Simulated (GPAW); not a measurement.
# Work function of H/Pt(111) at several levels, part 2 of 2

How far do functional and basis move the work function of H/Pt(111)?

GPAW 26.7.0; GPAW, PAW setups; slab in vacuum, relaxation (the session's first sound run).

So far, upper work function (eV): step 2 (relaxing the atoms, PBE, GPAW) 5.09; step 4 (self-consistent run: xc = "vdW-DF2", GPAW, PAW setups, GPAW) 5.35; step 5 (OptPBE vdW: xc = "optPBE-vdW", GPAW, PAW setups, GPAW) 5.27; step 6 (self-consistent run: xc = "LDA") 5.39; step 7 (self-consistent run: xc = "revPBE") 4.97.

### 8. Self-consistent run: xc = "RPBE"

The same geometry under RPBE, to see how far the functional moves the levels against the vacuum.

run.py reads:

```python
import json
import numpy as np
from ase import Atoms
from gpaw import GPAW, PW

slab = Atoms(
    ['Pt', 'Pt', 'Pt', 'Pt', 'H'],
    positions=[
        [0.00000, 0.00000, 8.00000],
        [1.38593, 0.80017, 10.26321],
        [2.77186, 1.60033, 12.59102],
        [0.00000, 0.00000, 15.02675],
        [2.77186, 1.60033, 15.96120]],
    cell=[[2.77186, 0.0, 0.0], [1.38593, 2.4005, 0.0], [0.0, 0.0, 23.28964]],
    pbc=[True, True, False])

slab.calc = GPAW(mode=PW(500), xc='RPBE', kpts={'size': (13, 13, 1), 'gamma': True},
                 occupations={'name': 'fermi-dirac', 'width': 0.1}, nbands='160%',
                 convergence={'density': 1e-05}, maxiter=200,
                 poissonsolver={'dipolelayer': 'xy'},
                 symmetry={'tolerance': 1e-3}, txt='slab.txt')
result = {}
energy = slab.get_potential_energy()
fermi = slab.calc.get_fermi_level()
v = slab.calc.get_electrostatic_potential().mean((0, 1)) - fermi
n = slab.calc.get_pseudo_density().mean((0, 1))
L = slab.cell[2, 2]
z = np.arange(len(v)) * L / len(v)
low, high = slab.positions[:, 2].min(), slab.positions[:, 2].max()
below, above = np.interp([low - 5.8, high + 5.8], z, v)
slopes = [np.interp(x, z, np.gradient(v, z)) for x in (low - 5.8, high + 5.8)]
eps = np.array([[slab.calc.get_eigenvalues(k, s) for k in range(len(slab.calc.get_ibz_k_points()))]
                for s in range(slab.calc.get_number_of_spins())]) - fermi
top, bottom = eps[eps < 0].max(), eps[eps > 0].min()
dipole = slab.get_dipole_moment()[2]
print(f'energy {energy:.4f} eV, Fermi level {fermi:.4f} eV, dipole {dipole:.5f} e A')
print(f'potential 5.8 A off the faces, from the Fermi level: lower {below:.4f} eV, upper {above:.4f} eV')
print(f'slope of the potential there: lower {slopes[0]:.5f}, upper {slopes[1]:.5f} eV/A')
print(f'nearest levels on the mesh: {top:.4f} and {bottom:.4f} eV')
print('magnetic moment', round(slab.get_magnetic_moment(), 3))
result.update(energy=energy, fermi=fermi, dipole=dipole, below=below, above=above, slopes=slopes, edges=[top, bottom],
              z=z.tolist(), v=v.tolist(), n=n.tolist(), positions=slab.positions.tolist(),
              forces=slab.get_forces(apply_constraint=False).tolist(), moments=slab.get_magnetic_moments().tolist())
json.dump(result, open('result.json', 'w'))
```

On the command line:

```sh
OMP_NUM_THREADS=1 OPENBLAS_NUM_THREADS=1 python run.py
```

The program printed:

```text
energy -25.6156 eV, Fermi level 1.6623 eV, dipole 0.01886 e A
potential 5.8 A off the faces, from the Fermi level: lower 5.4783 eV, upper 4.9656 eV
slope of the potential there: lower 0.00001, upper 0.00013 eV/A
nearest levels on the mesh: -0.0251 and 0.0022 eV
magnetic moment 0.0
```

Elapsed: 4.5 min, on 1 thread of Arm Neoverse V1, shared host; peak memory 0.26 GiB.

Numbers from this step:

```
dipole along the normal                    : 0.01886 e·Å
levels nearest the Fermi level on the mesh : -0.02512, 0.002242 eV from the Fermi level
upper work function                        : 4.966 eV
lower work function                        : 5.478 eV
```

The electrostatic potential energy of an electron (without an applied field's), less the Fermi level, planar mean oscillates, so the rows of the table below give means over windows of 1 Å about each position, cut where the curve ends. Its maxima inside the range that stand out by 2 % of the span (Å: eV): 9.1: -0.337, 11.5: 0.0784, 13.8: 0.839. Its minima: 8.0: -27.0, 10.2: -27.2, 12.6: -27.1, 15.0: -27.4.

Table of electrostatic potential energy of an electron (without an applied field's), less the Fermi level, planar mean by z; means over each step:

```tsv
z (Å)	electrostatic potential energy of an electron (without an applied field's), less the Fermi level, planar mean (eV)
0	5.38
1	5.48
2	5.48
3	5.48
4	5.48
5	5.45
6	5.11
7	-0.802
8	-21.3
9	-3.45
10	-19.1
11	-7.54
12	-11.0
13	-15.7
14	-2.25
15	-21.9
16	-3.95
17	4.33
18	4.93
19	4.96
20	4.97
21	4.97
22	4.97
23	5.01
```

The upper face's work function is 4.966 eV, against 5.086 eV in the first plane-wave PBE run at this geometry.

### 9. Real-space grid: mode = "fd"

A real-space grid is a second complete basis, so it checks the plane-wave result.

run.py: that of step 8 with these lines changed.

```diff
@@ -3,3 +3,3 @@
 from ase import Atoms
-from gpaw import GPAW, PW
+from gpaw import GPAW
 
@@ -16,3 +16,3 @@
 
-slab.calc = GPAW(mode=PW(500), xc='RPBE', kpts={'size': (13, 13, 1), 'gamma': True},
+slab.calc = GPAW(mode='fd', h=0.18, xc='PBE', kpts={'size': (13, 13, 1), 'gamma': True},
                  occupations={'name': 'fermi-dirac', 'width': 0.1}, nbands='160%',
```

The program printed:

```text
energy -28.3998 eV, Fermi level -5.3630 eV, dipole 0.02043 e A
potential 5.8 A off the faces, from the Fermi level: lower 5.6403 eV, upper 5.0857 eV
slope of the potential there: lower -0.00001, upper -0.00000 eV/A
nearest levels on the mesh: -0.0262 and 0.0013 eV
magnetic moment 0.0
```

The job ended after 9.8 min (1 thread; peak memory 0.62 GiB).

Numbers from this step:

* dipole along the normal: 0.02043 e·Å
* levels nearest the Fermi level on the mesh: -0.02617, 0.001262 eV from the Fermi level
* upper work function: 5.086 eV
* lower work function: 5.640 eV

The upper face's work function is 5.086 eV, against 5.086 eV in the first plane-wave PBE run at this geometry.

### 10. Atomic orbitals: mode = "lcao"

Atom-centred orbitals end a few angstrom from the surface, which tests how much the density's tail matters.

run.py: that of step 9 with these lines changed.

```diff
@@ -16,4 +16,4 @@
 
-slab.calc = GPAW(mode='fd', h=0.18, xc='PBE', kpts={'size': (13, 13, 1), 'gamma': True},
-                 occupations={'name': 'fermi-dirac', 'width': 0.1}, nbands='160%',
+slab.calc = GPAW(mode='lcao', basis='dzp', h=0.18, xc='PBE', kpts={'size': (13, 13, 1), 'gamma': True},
+                 occupations={'name': 'fermi-dirac', 'width': 0.1}, nbands='120%',
                  convergence={'density': 1e-05}, maxiter=200,
```

The program printed:

```text
energy -25.9349 eV, Fermi level -5.4204 eV, dipole 0.02205 e A
potential 5.8 A off the faces, from the Fermi level: lower 5.7197 eV, upper 5.1211 eV
slope of the potential there: lower -0.00001, upper -0.00000 eV/A
nearest levels on the mesh: -0.0061 and 0.0118 eV
magnetic moment 0.0
```

Run time: 12 min. Hardware: 1 thread; peak memory 0.29 GiB.

Numbers from this step:

```yaml
dipole_along_the_normal: 0.02205 e·Å
levels_nearest_the_fermi_level_on_the_mesh: -0.006147, 0.01180 eV from the Fermi level
upper_work_function: 5.121 eV
lower_work_function: 5.720 eV
```

Table of electrostatic potential energy of an electron (without an applied field's), less the Fermi level, planar mean by z:

z (Å), electrostatic potential energy of an electron (without an applied field's), less the Fermi level, planar mean (eV) and a bar from the least value:
```
      0.0        5.4 ##############################
      0.5        5.7 ##############################
      1.0        5.7 ##############################
      1.5        5.7 ##############################
      2.0        5.7 ##############################
      2.5        5.7 ##############################
      3.0        5.7 ##############################
      3.5        5.7 ##############################
      4.0        5.7 ##############################
      4.5        5.7 ##############################
      5.0        5.7 ##############################
      5.5        5.7 ##############################
      6.0        5.5 ##############################
      6.5        4.7 #############################
      7.0        1.1 ##########################
      7.5      -12.3 ##############
      8.0      -27.1 
      8.5      -12.8 #############
      9.0       -0.8 ########################
      9.5       -4.6 #####################
     10.0      -22.2 #####
     10.5      -22.9 ####
     11.0       -5.1 ####################
     11.5        0.0 #########################
     12.0       -9.4 ################
     12.5      -26.3 #
     13.0      -16.3 ##########
     13.5       -1.3 ########################
     14.0        0.1 #########################
     14.5      -11.9 ##############
     15.0      -27.5 
     15.5      -14.9 ###########
     16.0       -3.4 ######################
     16.5        3.1 ############################
     17.0        4.7 #############################
     17.5        5.0 #############################
     18.0        5.1 #############################
     18.5        5.1 #############################
     19.0        5.1 #############################
     19.5        5.1 #############################
     20.0        5.1 #############################
     20.5        5.1 #############################
     21.0        5.1 #############################
     21.5        5.1 #############################
     22.0        5.1 #############################
     22.5        5.1 #############################
     23.0        5.1 #############################
```

The upper face's work function is 5.121 eV, against 5.086 eV in the first plane-wave PBE run at this geometry.

### 11. The ladder

Times are for 1 thread of Arm Neoverse V1, shared host. The runs compared:

```tsv
no.	run	upper work function (eV)	lower work function (eV)	time	memory (GiB)
1	pw	5.086	5.640	3.8 min	0.26
2	vdW DF2	5.350	5.882	6.3 min	0.4
3	optPBE vdW	5.273	5.787	3.3 min	0.4
4	LDA	5.392	6.025	4 min	0.26
5	revPBE	4.975	5.498	4.4 min	0.26
6	RPBE	4.966	5.478	4.5 min	0.26
7	fd	5.086	5.640	9.8 min	0.62
8	lcao	5.121	5.720	12 min	0.29
```

### 12. Side by side

Results and costs are gathered.

This step: comparison of work functions, dipole and cost (GPAW 26.7.0).

Ladder, by row:

```tsv
step	code	work function, upper (eV)	work function, lower (eV)	dipole (e Å)	wall time (s)	peak memory (GiB)	threads
pw	GPAW	5.086	5.64	0.02037	225.9	0.26	1
vdW-DF2	GPAW	5.35	5.882	0.01957	377.3	0.4	1
optPBE-vdW	GPAW	5.273	5.787	0.0189	199.8	0.4	1
LDA	GPAW	5.392	6.025	0.02329	237.4	0.26	1
revPBE	GPAW	4.975	5.498	0.01926	263.6	0.26	1
RPBE	GPAW	4.966	5.478	0.01886	269.4	0.26	1
fd	GPAW	5.086	5.64	0.02043	589.3	0.62	1
lcao	GPAW	5.121	5.72	0.02205	703.8	0.29	1
```

### 13. A changed run

One more run, with changed settings.

This step: GPAW, PAW setups; slab in vacuum (GPAW 26.7.0).

run.py: that of step 10 with these lines changed.

```diff
@@ -3,3 +3,4 @@
 from ase import Atoms
-from gpaw import GPAW
+from gpaw import GPAW, PW
+from gpaw.external import ConstantElectricField
 
@@ -16,6 +17,7 @@
 
-slab.calc = GPAW(mode='lcao', basis='dzp', h=0.18, xc='PBE', kpts={'size': (13, 13, 1), 'gamma': True},
-                 occupations={'name': 'fermi-dirac', 'width': 0.1}, nbands='120%',
-                 convergence={'density': 1e-05}, maxiter=200,
+slab.calc = GPAW(mode=PW(500), xc='PBE', kpts={'size': (13, 13, 1), 'gamma': True},
+                 occupations={'name': 'fermi-dirac', 'width': 0.1}, nbands='160%',
+                 convergence={'density': 1e-05}, maxiter=50,
                  poissonsolver={'dipolelayer': 'xy'},
+                 external=ConstantElectricField(1.5, [0, 0, 1]),
                  symmetry={'tolerance': 1e-3}, txt='slab.txt')
```

The program printed:

```text
energy -28.6914 eV, Fermi level 1.0213 eV, dipole 0.65200 e A
potential 5.8 A off the faces, from the Fermi level: lower 15.2640 eV, upper -2.1794 eV
slope of the potential there: lower -0.30565, upper 0.00904 eV/A
nearest levels on the mesh: -0.0258 and 0.0032 eV
magnetic moment 0.0
```

Elapsed: 15 min, on 1 thread; peak memory 0.57 GiB.

The run finished. A setting was moved off its sound value on purpose, so it serves as a test and not as the result.

The fault put into the input: a field far too strong (field = 1.5).

Side by side:

```tsv
quantity	this run	sound run	difference
dipole along the normal (e·Å)	0.65200	0.020368	0.632
```

The two runs differ clearly in the dipole along the normal: 0.652 e·Å against 0.0204 e·Å.

### 14. What came out

- work function, upper and lower face: 5.086 and 5.640 eV
- dipole along the normal: 0.0204 e Å

What this shows: With plane waves and PBE the work function is 5.09 eV on the upper face and 5.64 eV on the lower. The two faces differ by 0.55 eV, the step that the slab's dipole makes (e p/(ε0 A) gives 0.55 eV), so the dipole layer is needed. Over the sound runs of the table the upper face's work function spans 4.966 (RPBE) to 5.392 eV (LDA). The cell of 6.65 Å² holds one H, started on one chosen site; other sites and coverages weren't tried. The in-plane lattice was kept as typed, which isn't the functional's own and leaves some strain; spin-orbit coupling and temperature are left out.

[Logs are printed without paths, hosts, clocks, repeated set-up lines and the standing remarks that a program may print on its own settings, such as how far it seeks lower states.]

[Hosts, paths, dates, database ids (printed as entryN), source tags and the programs' standing remarks are cut or masked in the printed files.]
